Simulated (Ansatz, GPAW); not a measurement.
# STM contrast on La/Ag(100), part 3 of 3

Aim: Tersoff-Hamann images of La/Ag(100) at several biases.

GPAW 26.7.0 and Ansatz 0.2.0; Ansatz plane waves; slab in vacuum with a dipole correction, relaxation; PAW set soft_1 (the session's first sound run).

So far, upper work function (eV): step 2 (relaxing the atoms, PBE) 2.26; step 3 (the slab's potential, PBE, GPAW) 2.27.

## Step 4: A second plane-wave code

A second program with its own datasets checks the number independently.

This step: Ansatz plane waves; slab in vacuum with a dipole correction; PAW set soft_1 (Ansatz 0.2.0).

input.yaml reads:

```yaml
crystal:
  lattice:
    - [5.7841334701, 0.0, 0.0]
    - [0.0, 5.7841334701, 0.0]
    - [0.0, 0.0, 25.831]
  atoms:
    - { symbol: Ag, position: [0.25, 0.25, 0.3097053927] }
    - { symbol: Ag, position: [0.0, 0.0, 0.3888738338] }
    - { symbol: Ag, position: [0.25, 0.25, 0.4680422748] }
    - { symbol: Ag, position: [0.0, 0.0, 0.537315485] }
    - { symbol: Ag, position: [0.25, 0.75, 0.3097053927] }
    - { symbol: Ag, position: [0.0, 0.5, 0.3888738338] }
    - { symbol: Ag, position: [0.25, 0.75, 0.4680422748] }
    - { symbol: Ag, position: [0.0, 0.5, 0.5637562608] }
    - { symbol: Ag, position: [0.75, 0.25, 0.3097053927] }
    - { symbol: Ag, position: [0.5, 0.0, 0.3888738338] }
    - { symbol: Ag, position: [0.75, 0.25, 0.4680422748] }
    - { symbol: Ag, position: [0.5, 0.0, 0.5637562608] }
    - { symbol: Ag, position: [0.75, 0.75, 0.3097053927] }
    - { symbol: Ag, position: [0.5, 0.5, 0.3888738338] }
    - { symbol: Ag, position: [0.75, 0.75, 0.4680422748] }
    - { symbol: Ag, position: [0.5, 0.5, 0.5554896029] }
    - { symbol: La, position: [0.0, 0.0, 0.6407354423] }
kpoints:
  mp_grid: { grid: [6, 6, 1] }
hamiltonian:
  xc: pbe
  pseudopotentials: { kind: paw, azcp: { folder: soft_1 } }
scf:
  occupations: { method: fermi_dirac, width: 0.1 }
efield:
  axis: 3
  dipole_correction: true
  ramp_width: 0.05
output:
  forces: true
  write_potential: true
  write_density: true
  volumetric_format: npy
  elf: true
```

Command:

```sh
> ansatz run input.yaml --threads 4 --pin off --max-ram 8192MiB --backend cpu --events-out ev --progress --plain --runs-dir out
```

Numbers of over 12 decimals in the logs are rounded to 6 here.

Output:

```text
[...]
Crystal: 17 atoms, lattice volume = 864.207 Å³
Basis set: ecut = 420 eV, 16931 PW (Γ), exchange–correlation on 80×80×360 points (8 copies of the dense FFT grid, shifted against one another)
Bands: 189, of which v1, the nominal top of the filled ones, is band 158 counted from 1 (157 counted from 0)
Symmetry: 8 space group operations
[...]
k-points: 10 of 36
[...]
SCF iter   1: F=—  HF=-127700.024918 eV  |F-HF|=—  |Δ(HF+E_count)|=         —  Δρ=3.65e-2  dr2=1.61e1  ethr=3.10e-3  p=0.000 e·Å  D=1.69e-6 V/Å  ΔV_dip=-0.00 eV  dr2_dipole=2.45e-1  V_vac-E_F(+/−)=4.58/4.58 eV  ⟨swp⟩=6.8  Hψ=7514  notcnv=0  defer=16
[...]
SCF iter  13: F=-127695.737991 eV  HF=-127695.737991 eV  |F-HF|=2.04e-10  |Δ(HF+E_count)|=   1.73e-8  Δρ=1.17e-6  dr2=1.69e-8  ethr=3.17e-11  p=0.365 e·Å  D=7.64e-2 V/Å  ΔV_dip=-1.97 eV  dr2_dipole=1.81e-9  V_vac-E_F(+/−)=2.26/4.24 eV  ⟨swp⟩=11.4  Hψ=13371  notcnv=0
SCF 1 converged in 13 iterations: F = -127695.737991 eV  dr2 = 1.69e-8
[...]
SCF converged after 13 iterations
Free energy (F): -127695.737991 eV
[...]
Internal energy: -127695.445475 eV  (E = F + TS)
E sigma→0 (E₀):  -127695.591733 eV
Entropy (-TS):   -0.292516 eV (-17.207 meV/atom)
Fermi energy:    3.877764 eV
Dipole field:    D = 0.076405 V/Å  (p = 0.364905 e·Å, saw-weighted, corrected)
Work function:   Φ+ = 2.2626 eV   Φ− = 4.2363 eV
[...]
--- Forces (eV/Å), atoms counted from 1 ---
  atom   1  Ag    -0.01229959    -0.01229959    -0.10443611
  atom   2  Ag     0.00000000     0.00000000    -0.09113897
  atom   3  Ag     0.34317257     0.34317257     0.18808480
  atom   4  Ag    -0.00000000     0.00000000     0.00189772
  atom   5  Ag    -0.01229959     0.01229959    -0.10443611
  atom   6  Ag     0.00000000     0.00000000    -0.10401935
  atom   7  Ag     0.34317257    -0.34317257     0.18808480
  atom   8  Ag    -0.00000000     0.00000000    -0.00058892
  atom   9  Ag     0.01229959    -0.01229959    -0.10443611
  atom  10  Ag     0.00000000     0.00000000    -0.10401935
  atom  11  Ag    -0.34317257     0.34317257     0.18808480
  atom  12  Ag    -0.00000000     0.00000000    -0.00058892
  atom  13  Ag     0.01229959     0.01229959    -0.10443611
  atom  14  Ag    -0.00000000     0.00000000    -0.03720254
  atom  15  Ag    -0.34317257    -0.34317257     0.18808480
  atom  16  Ag     0.00000000     0.00000000     0.00404021
  atom  17  La    -0.00000000     0.00000000    -0.00295949
  max |Σ_I F_I| component: 1.52e-5 eV/Å
--- Band table (eV; the first three rows and the last of 10) ---
  k-point 0: bands = [... 154 lower, 3.4553, 3.5618, 3.5618, 3.5918, 3.7545, 4.0348, 4.0974, 4.2084, ... 27 higher]
  k-point 1: bands = [... 154 lower, 3.5161, 3.5792, 3.7747, 3.8002, 3.9990, 4.3019, 4.3428, 4.3937, ... 27 higher]
  k-point 2: bands = [... 154 lower, 3.3973, 3.8821, 3.9664, 4.1421, 4.3388, 4.3418, 4.3837, 4.3972, ... 27 higher]
  k-point 9: bands = [... 154 lower, 2.0326, 2.1665, 3.4645, 3.6228, 3.6960, 3.6960, 4.3849, 4.3884, ... 27 higher]
```

The job ended after 84 s (4 threads of Arm Neoverse V2, shared host; peak memory 3.5 GiB; 5.6 min of CPU time).

The column dr2 measures how far the density is from self-consistency, as an energy; F and HF (Harris–Foulkes) agree once it is small.

Numbers from this step:

- upper work function: 2.263 eV
- lower work function: 4.236 eV
- dipole along the normal: 0.3649 e·Å
- dipole field: 0.07641 V/Å
- vacuum level above: 6.140 eV
- vacuum level below: 8.114 eV

The electrostatic potential energy of an electron (with the applied field's), less the Fermi level, planar mean oscillates, so the rows of the table below give means over windows of 2.15 Å about each position, cut where the curve ends. Its maxima inside the range that stand out by 2 % of the span (Å: eV): 9.0: -0.968, 11.0: -0.947, 13.2: -0.513, 15.6: 0.0156. Its minima: 8.0: -8.14, 10.0: -8.33, 12.2: -8.28, 14.2: -7.69, 16.8: -2.57.

The electrostatic potential energy of an electron (with the applied field's), less the Fermi level, planar mean by z; means over each step:

```csv
z (Å),"electrostatic potential energy of an electron (with the applied field's), less the Fermi level, planar mean (eV)"
1.07,4.24
3.22,4.24
5.37,4.11
7.52,-3.79
9.67,-5.59
11.82,-5.47
13.97,-4.49
16.12,-1.72
18.27,1.21
20.42,2.23
22.57,2.26
24.72,2.75
```

The valence density, planar mean by z:

z (Å), valence density, planar mean (e/Å³) and a bar:
```
      4.5       0.00 
      5.0       0.00 
      5.5       0.00 
      6.0       0.01 
      6.5       0.03 
      7.0       0.14 ##
      7.5       0.95 #############
      8.0       2.28 ##############################
      8.5       0.98 #############
      9.0       0.27 ####
      9.5       0.84 ###########
     10.0       2.26 ##############################
     10.5       1.12 ###############
     11.0       0.28 ####
     11.5       0.73 ##########
     12.0       2.21 #############################
     12.5       1.27 #################
     13.0       0.28 ####
     13.5       0.50 #######
     14.0       1.30 #################
     14.5       1.82 ########################
     15.0       0.77 ##########
     15.5       0.17 ##
     16.0       0.16 ##
     16.5       0.20 ###
     17.0       0.15 ##
     17.5       0.06 #
     18.0       0.02 
     18.5       0.01 
     19.0       0.00 
     19.5       0.00 
     20.0       0.00 
     20.5       0.00 
     21.0       0.00
```

Force by atom:

| atom | x (eV/Å) | y (eV/Å) | z (eV/Å) | size |
| --- | --- | --- | --- | --- |
| Ag1 | -0.012 | -0.012 | -0.104 | 0.106 |
| Ag2 | 0.000 | 0.000 | -0.091 | 0.091 |
| Ag3 | 0.343 | 0.343 | 0.188 | 0.520 |
| Ag4 | 0.000 | 0.000 | 0.002 | 0.002 |
| Ag5 | -0.012 | 0.012 | -0.104 | 0.106 |
| Ag6 | 0.000 | 0.000 | -0.104 | 0.104 |
| Ag7 | 0.343 | -0.343 | 0.188 | 0.520 |
| Ag8 | 0.000 | 0.000 | -0.001 | 0.001 |
| Ag9 | 0.012 | -0.012 | -0.104 | 0.106 |
| Ag10 | 0.000 | 0.000 | -0.104 | 0.104 |
| Ag11 | -0.343 | 0.343 | 0.188 | 0.520 |
| Ag12 | 0.000 | 0.000 | -0.001 | 0.001 |
| Ag13 | 0.012 | 0.012 | -0.104 | 0.106 |
| Ag14 | 0.000 | 0.000 | -0.037 | 0.037 |
| Ag15 | -0.343 | -0.343 | 0.188 | 0.520 |
| Ag16 | 0.000 | 0.000 | 0.004 | 0.004 |
| La17 | 0.000 | 0.000 | -0.003 | 0.003 |

Electrostatic potential energy in the ca plane at fractional y = 0.000, with atoms of Ag and La within 0.2 Å of it. With pseudopotentials it is smooth inside the atoms' cores, unlike the true potential.

Values in eV, 8 rows by 16 columns, each cell a mean:
```
  6  -2 -20  -8   6  -6 -20  -7 -20 -23  -4   5   6   7   7   7
  5   5  -1   4   5   4  -1   4  -3  -7   2   6   6   7   7   7
  5   4  -8   2   5   6  -1  -5   5   5   5   6   7   7   7   7
  7  -4 -16 -10   7   6 -15 -16   3   7   7   7   7   7   7   7
  6  -2 -20  -8   6   6 -13 -18   4   7   7   7   7   7   7   7
  5   5  -1   4   5   6   3   1   4   3   5   6   7   7   7   7
  5   4  -8   2   5   2  -8   2  -9 -14   1   5   6   7   7   7
  7  -4 -16 -10   6  -9 -16 -10 -21 -21  -6   5   6   7   7   7
```
Columns run along c (16.0 Å, from fractional 0.29 to 0.91 of the cell; values clipped at the 3rd and 97th percentile), rows up along a (5.8 Å). Atoms in or near the plane, at fractional coordinates: Ag at (0.39, 0.00), Ag at (0.54, 0.00), Ag at (0.39, 0.50), Ag at (0.56, 0.50), La at (0.64, 0.00).

ELF in the ca plane at fractional y = 0.000, with atoms of Ag and La within 0.2 Å of it. It is the smooth field of the valence electrons, not physical close to the nuclei.

Ten even steps from '0' (0.00) to '9' (0.83), each cell a mean:
```
12223577642221236875337843797322232110000000
12222355422222224543325999995211222100000000
22222222222222222222222588752111221100000000
22222211222212222222232223210011111000000000
22222222222211122122223322111111100000000000
12222355422211111245432344322111000000000000
12223577642211112468753345554221000000000000
12223589642211112469753245654321000000000000
12222466532211112356543345443211000000000000
12222234322211111233333333211111100000000000
22222222222211222222222222110011110000000000
22222222222222222222222356531011111000000000
12222234322222223433223799973111221100000000
12222466532222235664326976996312222110000000
12223589642221246985338820697322232210000000
```
Columns run along c (16.0 Å, from fractional 0.29 to 0.91 of the cell), rows up along a (5.8 Å). Atoms in or near the plane, at fractional coordinates: Ag at (0.39, 0.00), Ag at (0.54, 0.00), Ag at (0.39, 0.50), Ag at (0.56, 0.50), La at (0.64, 0.00).

Valence density in the ca plane at fractional y = 0.000, with atoms of Ag and La within 0.2 Å of it. It is the smooth field of the valence electrons, not physical close to the nuclei.

Ten steps, logarithmic in the rise over the least value, from '0' (0 e/Å³) to '9' (20 e/Å³), each cell a mean:
```
00013699741101147986323445442000000000000000
01112466521111125664212344431000000000000000
11111122211111112222111223210000000000000000
11111111111111111111111111000000000000000000
11111222211111111122211000000000000000000000
01112466521111001356641000000000000000000000
00013699741100001589862100000000000000000000
00013799851100002589962100000000000000000000
00112578631100001478752100000000000000000000
11111244321111101234421000000000000000000000
11111111111111111111111000000000000000000000
11111111111111111111111122100000000000000000
11111244321111123443111334321000000000000000
00112578631111136875223444431000000000000000
00013799851101248997323455442000000000000000
```
Columns run along c (16.0 Å, from fractional 0.29 to 0.91 of the cell), rows up along a (5.8 Å). Atoms in or near the plane, at fractional coordinates: Ag at (0.39, 0.00), Ag at (0.54, 0.00), Ag at (0.39, 0.50), Ag at (0.56, 0.50), La at (0.64, 0.00).

The upper face's work function is 2.263 eV, against 2.268 eV in the first plane-wave PBE run at this geometry.

## Step 5: Side by side

Results and costs are gathered.

This step: comparison of work functions, dipole and cost; PAW set soft_1 (GPAW 26.7.0).

Ladder, by row:

| step | code | work function, upper (eV) | work function, lower (eV) | dipole (e Å) | wall time (s) | peak memory (GiB) | threads |
| --- | --- | --- | --- | --- | --- | --- | --- |
| pw | GPAW | 2.268 | 4.246 | 0.3657 | 4857 | 3.11 | 1 |
| ansatz | Ansatz | 2.263 | 4.236 | 0.3649 | 84.35 | 3.49 | 4 |

## Step 6: A changed run

One more run, with changed settings.

This step: GPAW, PAW setups; slab in vacuum (GPAW 26.7.0).

run.py reads:

```python
import json
import numpy as np
from ase import Atoms
from gpaw import GPAW

slab = Atoms(
    ['Ag', 'Ag', 'Ag', 'Ag', 'Ag', 'Ag', 'Ag', 'Ag', 'Ag', 'Ag', 'Ag', 'Ag', 'Ag', 'Ag', 'Ag', 'Ag', 'La'],
    positions=[
        [1.44603, 1.44603, 8.00000],
        [0.00000, 0.00000, 10.04500],
        [1.44603, 1.44603, 12.09000],
        [-0.00000, 0.00000, 13.87940],
        [1.44603, 4.33810, 8.00000],
        [0.00000, 2.89207, 10.04500],
        [1.44603, 4.33810, 12.09000],
        [0.00000, 2.89207, 14.56239],
        [4.33810, 1.44603, 8.00000],
        [2.89207, 0.00000, 10.04500],
        [4.33810, 1.44603, 12.09000],
        [2.89207, 0.00000, 14.56239],
        [4.33810, 4.33810, 8.00000],
        [2.89207, 2.89207, 10.04500],
        [4.33810, 4.33810, 12.09000],
        [2.89207, 2.89207, 14.34885],
        [0.00000, 0.00000, 16.55084]],
    cell=[[5.78413, 0.0, 0.0], [0.0, 5.78413, 0.0], [0.0, 0.0, 25.831]],
    pbc=[True, True, False])

slab.calc = GPAW(mode='fd', h=0.4, xc='PBE', kpts={'size': (6, 6, 1), 'gamma': True},
                 occupations={'name': 'fermi-dirac', 'width': 0.1}, nbands='160%',
                 convergence={'density': 1e-05}, maxiter=100,
                 poissonsolver={'dipolelayer': 'xy'},
                 symmetry={'tolerance': 1e-3}, txt='slab.txt')
result = {}
energy = slab.get_potential_energy()
fermi = slab.calc.get_fermi_level()
v = slab.calc.get_electrostatic_potential().mean((0, 1)) - fermi
n = slab.calc.get_pseudo_density().mean((0, 1))
L = slab.cell[2, 2]
z = np.arange(len(v)) * L / len(v)
low, high = slab.positions[:, 2].min(), slab.positions[:, 2].max()
below, above = np.interp([low - 5.8, high + 5.8], z, v)
slopes = [np.interp(x, z, np.gradient(v, z)) for x in (low - 5.8, high + 5.8)]
eps = np.array([[slab.calc.get_eigenvalues(k, s) for k in range(len(slab.calc.get_ibz_k_points()))]
                for s in range(slab.calc.get_number_of_spins())]) - fermi
top, bottom = eps[eps < 0].max(), eps[eps > 0].min()
dipole = slab.get_dipole_moment()[2]
print(f'energy {energy:.4f} eV, Fermi level {fermi:.4f} eV, dipole {dipole:.5f} e A')
print(f'potential 5.8 A off the faces, from the Fermi level: lower {below:.4f} eV, upper {above:.4f} eV')
print(f'slope of the potential there: lower {slopes[0]:.5f}, upper {slopes[1]:.5f} eV/A')
print(f'nearest levels on the mesh: {top:.4f} and {bottom:.4f} eV')
print('magnetic moment', round(slab.get_magnetic_moment(), 3))
result.update(energy=energy, fermi=fermi, dipole=dipole, below=below, above=above, slopes=slopes, edges=[top, bottom],
              z=z.tolist(), v=v.tolist(), n=n.tolist(), positions=slab.positions.tolist(),
              forces=slab.get_forces(apply_constraint=False).tolist(), moments=slab.get_magnetic_moments().tolist())
json.dump(result, open('result.json', 'w'))
```

Command:

```sh
> OMP_NUM_THREADS=1 OPENBLAS_NUM_THREADS=1 python run.py
```

Output:

```text
energy -65.1116 eV, Fermi level -3.2017 eV, dipole 0.37341 e A
potential 5.8 A off the faces, from the Fermi level: lower 4.2116 eV, upper 2.1910 eV
slope of the potential there: lower -0.00002, upper 0.00142 eV/A
nearest levels on the mesh: -0.0552 and 0.0066 eV
magnetic moment 0.0
```

Run time: 24 min. Hardware: 1 thread; peak memory 0.96 GiB.

The run finished. A setting was moved off its sound value on purpose, so it serves as a test and not as the result.

The fault put into the input: a grid far too coarse (mode = "fd" and h = 0.4).

Side by side:

```
                     quantity  this run  sound run  difference
dipole along the normal (e·Å)   0.37341    0.36571     0.00770
     upper work function (eV)    2.1910     2.2684     -0.0773
     lower work function (eV)    4.2116     4.2458     -0.0343
```

The two runs differ clearly in the upper work function: 2.19 eV against 2.27 eV.

## Step 7: Outcome

| Property | Result |
| --- | --- |
| work function, upper and lower face | 2.268 and 4.246 eV |
| dipole along the normal | 0.366 e Å |
| corrugation at -0.5 V | 1.14 Å |
| corrugation at 0.5 V | 2.38 Å |

The corrugation at constant current is largest at 0.5 V, where the tip height varies by 2.4 Å over the cell. Negative sample bias images filled states, positive bias empty ones. The two faces differ by 2.0 eV, the step that the slab's dipole makes (e p/(ε0 A) gives 2.0 eV), so the dipole layer is needed. The two plane-wave codes differ by 0.0057 eV on the upper face. The images are of Tersoff-Hamann type: an s-wave tip, no tip-sample forces, heights closer than in a microscope. The cell of 33.5 Å² holds one La, started on one chosen site; other sites and coverages weren't tried. The in-plane lattice was kept as typed, which isn't the functional's own and leaves some strain; spin-orbit coupling and temperature are left out.

[Logs are printed without paths, hosts, clocks, repeated set-up lines and the standing remarks that a program may print on its own settings, such as how far it seeks lower states.]

[Hosts, paths, dates, database ids (printed as entryN), source tags and the programs' standing remarks are cut or masked in the printed files.]
